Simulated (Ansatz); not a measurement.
# Ca on Nb(110): change of the work function, part 5 of 6

Wanted: Δφ(θ) for Ca/Nb(110), starting from the hollow site.

Ansatz 0.2.0; plane-wave DFT, PBEsol, Ansatz PAW (the session's first sound run).

So far, work function, upper face (eV): step 2 (the clean slab) 4.56; step 3 (adsorbate added, coverage 0.25 ML) 2.11; step 4 (the covered slab, coverage 0.5 ML) 2.96; step 6 (the covered slab, atoms frozen) 2.11; step 7 (the substrate alone) 4.57.

**10. Varying the input**

This step: plane-wave DFT, PBEsol, Ansatz PAW (Ansatz 0.2.0).

System of this step: Ca/Nb(110). The cell holds 18 atoms: 16 Nb and 2 Ca. Cell: a = 5.716 Å, b = 5.716 Å, c = 28.019 Å, α = 90.0°, β = 90.0°, γ = 70.5°. Vacuum lies along c.

A run with a changed input: it repeats the earlier run at 0.5 ML with basis.xc_grid to 4, scf.occupations.method from fermi_dirac to cold and scf.occupations.width from 0.1 to 0.01; its output block differs too.

The input, input.yaml:

```yaml
crystal:
  lattice:
    - [4.6669047558, -3.3, 0.0]
    - [4.6669047558, 3.3, 0.0]
    - [0.0, 0.0, 28.0186516586]
  atoms:
    - { symbol: Nb, position: [0.0, 0.0, 0.3212146005] }
    - { symbol: Nb, position: [0.25, 0.25, 0.4044967087] }
    - { symbol: Nb, position: [0.0, 0.0, 0.4867896046] }
    - { symbol: Nb, position: [0.25, 0.25, 0.5646475465] }
    - { symbol: Nb, position: [0.0, 0.5, 0.3212146005] }
    - { symbol: Nb, position: [0.25, 0.75, 0.4044967087] }
    - { symbol: Nb, position: [0.0, 0.5, 0.4867896046] }
    - { symbol: Nb, position: [0.25, 0.75, 0.5646475465] }
    - { symbol: Nb, position: [0.5, 0.0, 0.3212146005] }
    - { symbol: Nb, position: [0.75, 0.25, 0.4044967087] }
    - { symbol: Nb, position: [0.5, 0.0, 0.4867896046] }
    - { symbol: Nb, position: [0.75, 0.25, 0.5646475465] }
    - { symbol: Nb, position: [0.5, 0.5, 0.3212146005] }
    - { symbol: Nb, position: [0.75, 0.75, 0.4044967087] }
    - { symbol: Nb, position: [0.5, 0.5, 0.4867896046] }
    - { symbol: Nb, position: [0.75, 0.75, 0.5646475465] }
    - { symbol: Ca, position: [0.42, 0.42, 0.6787853995] }
    - { symbol: Ca, position: [0.92, 0.92, 0.6787853995] }
kpoints:
  mp_grid: { grid: [6, 6, 1] }
hamiltonian:
  xc: pbesol
scf:
  occupations: { method: cold, width: 0.01 }
  convergence: { dr2_threshold: 1.0e-08 }
efield:
  axis: 3
  dipole_correction: true
  ramp_position: 0.97
  ramp_width: 0.06
relax:
  f_tol: 0.02
  max_steps: 60
  constraints: [{ sites: [0, 1, 4, 5, 8, 9, 12, 13] }]
output:
  bader: true
  dos: { projected: true, e_range: [-8, 4] }
  write_potential: true
  write_density: true
  volumetric_format: npy
basis:
  xc_grid: 4
```

The run is started by

```console
ansatz run input.yaml --threads 4 --pin off --max-ram 6144MiB --backend cpu --events-out ev --progress --plain --runs-dir out
```

Log:

```text
[...]
Crystal: 18 atoms, lattice volume = 863.018 Å³
Basis set: ecut = 420 eV, 16853 PW (Γ), exchange–correlation on 160×160×768 points (64 copies of the dense FFT grid, shifted against one another)
Bands: 137, of which v1, the nominal top of the filled ones, is band 114 counted from 1 (113 counted from 0)
Symmetry: 4 space group operations
[...]
k-points: 13 of 36 (time reversal used)
[...]
SCF iter   1: F=—  HF=-75506.487160 eV  |F-HF|=—  |Δ(HF+E_count)|=         —  Δρ=9.51e-3  dr2=1.63e1  ethr=1.77e-3  p=0.360 e·Å  D=7.56e-2 V/Å  ΔV_dip=-2.12 eV  dr2_dipole=1.08e-4  V_vac-E_F(+/−)=2.96/5.08 eV  ⟨swp⟩=14.3  Hψ=9776  notcnv=0  defer=67
[...]
SCF iter  15: F=-75505.965022 eV  HF=-75505.965022 eV  |F-HF|=4.22e-10  |Δ(HF+E_count)|=   3.43e-9  S|Δr|=    0.00e0  Δρ=2.05e-7  dr2=1.69e-9  ethr=4.39e-12  p=0.239 e·Å  D=5.02e-2 V/Å  ΔV_dip=-1.41 eV  dr2_dipole=2.40e-10  V_vac-E_F(+/−)=3.23/4.64 eV  ⟨swp⟩=8.7  Hψ=9105  notcnv=0
SCF 1 converged in 15 iterations: F = -75505.965022 eV  dr2 = 1.69e-9
[...]
relax step   1: F+E_penalty+E_count = -75505.96502241 eV  Δ(F+E_penalty+E_count) = +0.000e0 eV  max|allowed force component| = 6.851e-1 eV/Å  Δτ_max = 0.0000 Å  (15 SCF iters, accepted)
[...]
SCF iter  15: F=-75506.227593 eV  HF=-75506.227593 eV  |F-HF|=2.23e-9  |Δ(HF+E_count)|=   7.23e-9  S|Δr|=    0.00e0  Δρ=3.67e-7  dr2=6.13e-9  ethr=1.00e-12  p=0.244 e·Å  D=5.12e-2 V/Å  ΔV_dip=-1.44 eV  dr2_dipole=5.08e-11  V_vac-E_F(+/−)=3.21/4.65 eV  ⟨swp⟩=17.2  Hψ=12361  notcnv=0
SCF 2 converged in 15 iterations: F = -75506.227593 eV  dr2 = 6.13e-9
relax step   2: F+E_penalty+E_count = -75506.22759319 eV  Δ(F+E_penalty+E_count) = -2.626e-1 eV  max|allowed force component| = 4.486e-1 eV/Å  Δτ_max = 0.1920 Å  (15 SCF iters, accepted)
[...]
SCF iter  15: F=-75506.369945 eV  HF=-75506.369945 eV  |F-HF|=8.88e-10  |Δ(HF+E_count)|=   2.19e-8  S|Δr|=    0.00e0  Δρ=6.63e-7  dr2=8.04e-9  ethr=4.39e-12  p=0.261 e·Å  D=5.47e-2 V/Å  ΔV_dip=-1.53 eV  dr2_dipole=8.96e-11  V_vac-E_F(+/−)=3.09/4.63 eV  ⟨swp⟩=17.4  Hψ=12703  notcnv=0
SCF 3 converged in 15 iterations: F = -75506.369945 eV  dr2 = 8.04e-9
relax step   3: F+E_penalty+E_count = -75506.36994465 eV  Δ(F+E_penalty+E_count) = -1.424e-1 eV  max|allowed force component| = 1.619e-1 eV/Å  Δτ_max = 0.1949 Å  (15 SCF iters, accepted)
[...]
relax step   4: F+E_penalty+E_count = -75506.42260360 eV  Δ(F+E_penalty+E_count) = -5.266e-2 eV  max|allowed force component| = 2.042e-1 eV/Å  Δτ_max = 0.1938 Å  (15 SCF iters, accepted)
[...]
relax step   5: F+E_penalty+E_count = -75506.48248412 eV  Δ(F+E_penalty+E_count) = -5.988e-2 eV  max|allowed force component| = 1.981e-1 eV/Å  Δτ_max = 0.1952 Å  (13 SCF iters, accepted)
[...]
relax step   6: F+E_penalty+E_count = -75506.52745139 eV  Δ(F+E_penalty+E_count) = -4.497e-2 eV  max|allowed force component| = 7.783e-2 eV/Å  Δτ_max = 0.1952 Å  (11 SCF iters, accepted)
[...]
relax step   7: F+E_penalty+E_count = -75506.53472533 eV  Δ(F+E_penalty+E_count) = -7.274e-3 eV  max|allowed force component| = 5.811e-2 eV/Å  Δτ_max = 0.1391 Å  (13 SCF iters, accepted)
SCF iter   1: F=—  HF=-75506.539999 eV  |F-HF|=—  |Δ(HF+E_count)|=         —  Δρ=1.21e-3  dr2=6.07e-2  ethr=5.40e-5  p=0.279 e·Å  D=5.86e-2 V/Å  ΔV_dip=-1.64 eV  dr2_dipole=1.02e-2  V_vac-E_F(+/−)=2.99/4.63 eV  ⟨swp⟩=4.0  Hψ=3174  notcnv=0  defer=196
[...]
SCF iter  14: F=-75506.536662 eV  HF=-75506.536662 eV  |F-HF|=5.53e-10  |Δ(HF+E_count)|=   5.36e-9  S|Δr|=    0.00e0  Δρ=1.89e-7  dr2=1.18e-9  ethr=4.39e-12  p=0.280 e·Å  D=5.87e-2 V/Å  ΔV_dip=-1.64 eV  dr2_dipole=1.95e-10  V_vac-E_F(+/−)=2.98/4.63 eV  ⟨swp⟩=14.1  Hψ=12797  notcnv=0
SCF 8 converged in 14 iterations: F = -75506.536662 eV  dr2 = 1.18e-9
relax step   8: F+E_penalty+E_count = -75506.53666177 eV  Δ(F+E_penalty+E_count) = -1.936e-3 eV  max|allowed force component| = 1.696e-2 eV/Å  Δτ_max = 0.0267 Å  (14 SCF iters, accepted)
[...]
SCF converged after 14 iterations
Stability not checked: this state was not tested for a lower state beside it, because cold or Methfessel-Paxton smearing, or corrected tetrahedra, fill the levels in a way that the test cannot read (fill_not_monotonic; see scf.lower_state_search)
Free energy (F): -75506.536662 eV
[...]
Internal energy: -75506.535645 eV  (E = F + TS)
E sigma→0 (E₀):  -75506.536323 eV
Entropy (-TS):   -0.001017 eV (-0.057 meV/atom)
Fermi energy:    4.355287 eV
Dipole field:    D = 0.058688 V/Å  (p = 0.279904 e·Å, saw-weighted, corrected)
Work function:   Φ+ = 2.9848 eV   Φ− = 4.6292 eV
[...]
--- Forces (eV/Å), atoms counted from 1 ---
  atom   1  Nb     0.00033636     0.00000000     0.59095420
  atom   2  Nb     0.00183560     0.00000000    -0.66970371
  atom   3  Nb    -0.00269167     0.00000000    -0.00466205
  atom   4  Nb     0.01696118    -0.00000000    -0.01687321
  atom   5  Nb    -0.00045126    -0.00000000     0.65990656
  atom   6  Nb    -0.00033408    -0.00000000    -0.59149636
  atom   7  Nb    -0.00409192    -0.00000000     0.00668532
  atom   8  Nb    -0.00599803     0.00000000     0.01140272
  atom   9  Nb    -0.00045126    -0.00000000     0.65990656
  atom  10  Nb    -0.00033408    -0.00000000    -0.59149636
  atom  11  Nb    -0.00409192    -0.00000000     0.00668532
  atom  12  Nb    -0.00599803     0.00000000     0.01140272
  atom  13  Nb     0.00033636     0.00000000     0.59095420
  atom  14  Nb     0.00183560     0.00000000    -0.66970371
  atom  15  Nb    -0.00269167     0.00000000    -0.00466205
  atom  16  Nb     0.01696118    -0.00000000    -0.01687321
  atom  17  Ca    -0.00556921     0.00000000     0.01379133
  atom  18  Ca    -0.00556921     0.00000000     0.01379133
  max |Σ_I F_I| component: 9.58e-6 eV/Å
--- Band table (eV; the first three rows and the last of 13) ---
  k-point 0: bands = [... 110 lower, 4.4005, 4.5112, 4.6216, 4.7803, 4.8268, 5.0287, 5.1645, 5.3433, ... 19 higher]
  k-point 1: bands = [... 110 lower, 4.3089, 4.4453, 4.6542, 4.7441, 4.8302, 4.9042, 4.9211, 5.0772, ... 19 higher]
  k-point 2: bands = [... 110 lower, 4.0557, 4.1857, 4.1874, 4.3264, 4.4033, 4.5916, 4.6069, 4.6544, ... 19 higher]
  k-point 12: bands = [... 110 lower, 3.9881, 4.2757, 4.4627, 4.4879, 4.5039, 4.5056, 4.5119, 4.5354, ... 19 higher]
--- Relaxed structure (8 steps of the walk, 8 accepted, 0 SCFs on fresh bases) ---
  F+E_penalty+E_count = -75506.53666177 eV   max|allowed force component| = 1.696e-2 eV/Å
  atoms:
    - { symbol: Nb, position: [0.0, 0.0, 0.321215] }
    - { symbol: Nb, position: [0.250000, 0.250000, 0.4044967087] }
    - { symbol: Nb, position: [2.934993e-5, 2.934993e-5, 0.485679] }
    - { symbol: Nb, position: [0.249669, 0.249669, 0.567966] }
    - { symbol: Nb, position: [-2.775558e-17, 0.5, 0.321215] }
    - { symbol: Nb, position: [0.250000, 0.750000, 0.4044967087] }
    - { symbol: Nb, position: [-6.589720e-6, 0.499993, 0.486809] }
    - { symbol: Nb, position: [0.250045, 0.750045, 0.561692] }
    - { symbol: Nb, position: [0.5, -2.775558e-17, 0.321215] }
    - { symbol: Nb, position: [0.750000, 0.250000, 0.4044967087] }
    - { symbol: Nb, position: [0.499993, -6.589720e-6, 0.486809] }
    - { symbol: Nb, position: [0.750045, 0.250045, 0.561692] }
    - { symbol: Nb, position: [0.500000, 0.500000, 0.321215] }
    - { symbol: Nb, position: [0.750000, 0.750000, 0.4044967087] }
    - { symbol: Nb, position: [0.500029, 0.500029, 0.485679] }
    - { symbol: Nb, position: [0.749669, 0.749669, 0.567966] }
    - { symbol: Ca, position: [0.501028, 0.501028, 0.658224] }
    - { symbol: Ca, position: [1.001028, 1.001028, 0.658224] }
--- Bader charges: 18 sites ---
  site symbol  charge [e]  shift [e]
     0     Nb     -0.0868     0.0000
     1     Nb      0.0868     0.0000
     2     Nb      0.0242     0.0000
     3     Nb     -0.2794     0.0000
     4     Nb     -0.0817     0.0000
     5     Nb      0.0988     0.0000
     6     Nb      0.0657     0.0000
     7     Nb     -0.4944     0.0000
     8     Nb     -0.0817     0.0000
     9     Nb      0.0988     0.0000
    10     Nb      0.0657     0.0000
    11     Nb     -0.4944     0.0000
    12     Nb     -0.0868     0.0000
    13     Nb      0.0868     0.0000
    14     Nb      0.0242     0.0000
    15     Nb     -0.2794     0.0000
    16     Ca      0.6668     0.0000
    17     Ca      0.6668     0.0000
  estimated error of the sums over rays = 7.3e-4 e
```

Wall time 5 min (4 threads of Intel Xeon Platinum 8375C at 2.90GHz (Ice Lake), shared host); peak memory 3.9 GiB.

The steps of the relaxation:

| step | energy less that of the first step (eV) | largest force component (eV/Å) |
| --- | --- | --- |
| 1 | 0.0000 | 0.6851 |
| 2 | -0.2626 | 0.4486 |
| 3 | -0.4049 | 0.1619 |
| 4 | -0.4576 | 0.2042 |
| 5 | -0.5175 | 0.1981 |
| 6 | -0.5624 | 0.0778 |
| 7 | -0.5697 | 0.0581 |
| 8 | -0.5716 | 0.0170 |

The run keeps the 4 symmetry operations that the program found, so distortions that break them were not tested.

The atoms that moved most (Å):

| atom | dx | dy | dz | length |
| --- | --- | --- | --- | --- |
| Ca18 | 0.756 | 0.000 | -0.576 | 0.951 |
| Ca17 | 0.756 | 0.000 | -0.576 | 0.951 |
| Nb4 | -0.003 | 0.000 | 0.093 | 0.093 |
| Nb16 | -0.003 | 0.000 | 0.093 | 0.093 |
| Nb12 | 0.000 | 0.000 | -0.083 | 0.083 |
| Nb8 | 0.000 | 0.000 | -0.083 | 0.083 |
| Nb3 | 0.000 | 0.000 | -0.031 | 0.031 |
| Nb15 | 0.000 | 0.000 | -0.031 | 0.031 |

The relaxed structure:

```cif
data_structure
_symmetry_space_group_name_H-M 'P 1'
_symmetry_Int_Tables_number 1
_cell_length_a 5.7158
_cell_length_b 5.7158
_cell_length_c 28.0187
_cell_angle_alpha 90.000
_cell_angle_beta 90.000
_cell_angle_gamma 70.529
_cell_volume 863.02
loop_
_atom_site_label
_atom_site_type_symbol
_atom_site_fract_x
_atom_site_fract_y
_atom_site_fract_z
_atom_site_occupancy
Nb1 Nb 0.00000 0.00000 0.32121 1
Nb2 Nb 0.25000 0.25000 0.40450 1
Nb3 Nb 0.00003 0.00003 0.48568 1
Nb4 Nb 0.24967 0.24967 0.56797 1
Nb5 Nb 0.00000 0.50000 0.32121 1
Nb6 Nb 0.25000 0.75000 0.40450 1
Nb7 Nb 0.99999 0.49999 0.48681 1
Nb8 Nb 0.25004 0.75004 0.56169 1
Nb9 Nb 0.50000 0.00000 0.32121 1
Nb10 Nb 0.75000 0.25000 0.40450 1
Nb11 Nb 0.49999 0.99999 0.48681 1
Nb12 Nb 0.75004 0.25004 0.56169 1
Nb13 Nb 0.50000 0.50000 0.32121 1
Nb14 Nb 0.75000 0.75000 0.40450 1
Nb15 Nb 0.50003 0.50003 0.48568 1
Nb16 Nb 0.74967 0.74967 0.56797 1
Ca17 Ca 0.50103 0.50103 0.65822 1
Ca18 Ca 0.00103 0.00103 0.65822 1
```

This step gave:

| Property | Result |
| --- | --- |
| energy at zero smearing | -75506.5363 eV |
| work function, upper face | 2.985 eV |
| work function, lower face | 4.629 eV |
| dipole along the normal | 0.2799 e·Å |
| step between the vacuum levels | -1.644 eV |

The density of states has structure finer than the step of the table below, so its rows give means over 0.25 eV. Peaks (eV: height): -1.650: 41.6, -1.500: 32.3, -1.350: 44.2, -1.260: 33.8, -0.540: 35.8, -0.330: 40.3, -0.270: 33.2.

The density of states by energy, zero at the Fermi level; means over each step:

| energy (eV) | density of states (states/eV a cell) |
| --- | --- |
| -6.00 | 0 |
| -5.75 | 0.00637 |
| -5.50 | 0.770 |
| -5.25 | 0.893 |
| -5.00 | 1.03 |
| -4.75 | 1.17 |
| -4.50 | 2.18 |
| -4.25 | 2.73 |
| -4.00 | 3.32 |
| -3.75 | 3.49 |
| -3.50 | 15.4 |
| -3.25 | 16.7 |
| -3.00 | 16.9 |
| -2.75 | 22.5 |
| -2.50 | 24.2 |
| -2.25 | 20.4 |
| -2.00 | 15.1 |
| -1.75 | 21.4 |
| -1.50 | 26.0 |
| -1.25 | 29.6 |
| -1.00 | 20.6 |
| -0.75 | 20.0 |
| -0.50 | 31.2 |
| -0.25 | 29.5 |
| 0.00 | 20.9 |
| 0.25 | 21.8 |
| 0.50 | 19.0 |
| 0.75 | 17.2 |
| 1.00 | 18.6 |

Projected DOS per atom over height of the atomic layer and energy from the Fermi level. Layers: Nb4 Nb4 Nb4 Nb4 Ca2 from below.

Ten even steps from '0' (0.00 states/eV) to '9' (2.16 states/eV), each cell a mean:
```
42241
42341
63362
75581
96661
75560
89770
23562
65472
56660
25630
23420
00000
00000
00000
00000
00000
00000
00000
00000
00000
00000
```
Columns: height of the atomic layer (Å) from 9 to 18.4 (not evenly spaced); rows upwards: energy from the Fermi level (eV) from -7.96 to 1.25.

| quantity | this run | earlier run | difference |
| --- | --- | --- | --- |
| work function, upper face (eV) | 2.985 | 2.960 | 0.025 |
| work function, lower face (eV) | 4.629 | 4.627 | 0.0021 |
| dipole along the normal (e·Å) | 0.2799 | 0.2837 | -0.0038 |

What moves beyond 0.01 in its unit (for the dipole 0.5 % and 5e-5 e·Å): dipole along the normal (-0.00384 e·Å) and work function, upper face (+0.0246 eV).

[end of part 5 of 6]

[Long decimals in the printed logs are rounded to 6 places.]

[Logs are printed without paths, hosts, clocks, repeated set-up lines and the standing remarks that a program may print on its own settings, such as how far it seeks lower states.]

[Hosts, paths, dates, database ids (printed as entryN), source tags and the programs' standing remarks are cut or masked in the printed files.]

[Maps of the electrostatic potential energy from Ansatz leave out the sawtooth potential of an applied field or a dipole correction, so their vacuum need not be flat; planar profiles and work functions include it.]

[The density of states shown here was stored with 400 of the rows of the run's finer table, so its peaks can read low, often by over a quarter, or be missed, and its means over a window can be off by a tenth or more.]
